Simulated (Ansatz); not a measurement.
# Memory against size: Zr2CO2 MXene, 4 layers (80 atoms) repeated, support functions

The cell holds 80 atoms: 16 C, 32 Zr and 32 O. Its edges and angles: a = 6.752 Å, b = 6.752 Å, c = 40.780 Å, α = 90.0°, β = 90.0°, γ = 120.0°. It derives from Zr2CO2 (Zr2CO2 MXene). 4 layers of Zr2CO2 MXene (a = 3.31 Å), 2 x 2 cells, biaxial strain +2 %, every second layer slid by 0.833 of a1 + 2 a2; facing planes 2.84, 2.72, 2.82 Å apart; 14 Å of vacuum. Regions: layer 1, 20 atoms (4 C, 8 Zr and 8 O); layer 2, 20 atoms (4 C, 8 Zr and 8 O); layer 3, 20 atoms (4 C, 8 Zr and 8 O); layer 4, 20 atoms (4 C, 8 Zr and 8 O). Vacuum lies along c.

Calculated with Ansatz 0.2.0: Kohn-Sham DFT, LDA, PAW (set soft_2), localised support functions (medium); the typed cell is repeated and solved at Γ on 1 × NVIDIA GB200 with 32 threads of Arm Neoverse V2, shared host.

```
atoms  memory planned on the GPU (GiB)  repeats  SCF cycles
   80                              6.1    1×1×1          26
  720                             30.7    3×3×1          19
 1280                                ?        ?           ?
 2880                            133.9    6×6×1          21
```

Task: Fit a power law of the atom count to the rows given and interpolate to the withheld row.

**Working.**

A power law y = A x^b is a line in u = ln x and v = ln y.

```
u = ln x  v = ln y
 4.38203   1.80829
 6.57925   3.42426
 7.96555   4.89709
```

With n = 3: mean u = 6.30894, mean v = 3.37655, Σ(u − ū)² = 6.5304, Σ(u − ū)(v − v̄) = 5.5537. Slope b = 5.5537 / 6.5304 = 0.85044; intercept a = v̄ − b ū = -1.9889.

At the withheld row u = 7.155, v = a + b u = 4.096, and y = exp(v).

Prediction at 1280: 60.08 GiB. The run gave 48.9 GiB, so the fit is high by 11 GiB (23 % of the value).

The fitted exponent is 0.85. Between neighbouring rows, the withheld one included, the exponents are 0.74, 0.81 and 1.2, so one power law doesn't hold over the range. Among the rows given, the largest relative miss of the fit is at 720, by 6.1 GiB (20 %).

Limits: One run a row. Whether the card's size bounds the plan at the largest cells wasn't tested.

[Logs are printed without paths, hosts, clocks, repeated set-up lines and the standing remarks that a program may print on its own settings, such as how far it seeks lower states.]

[Hosts, paths, dates, database ids (printed as entryN), source tags and the programs' standing remarks are cut or masked in the printed files.]
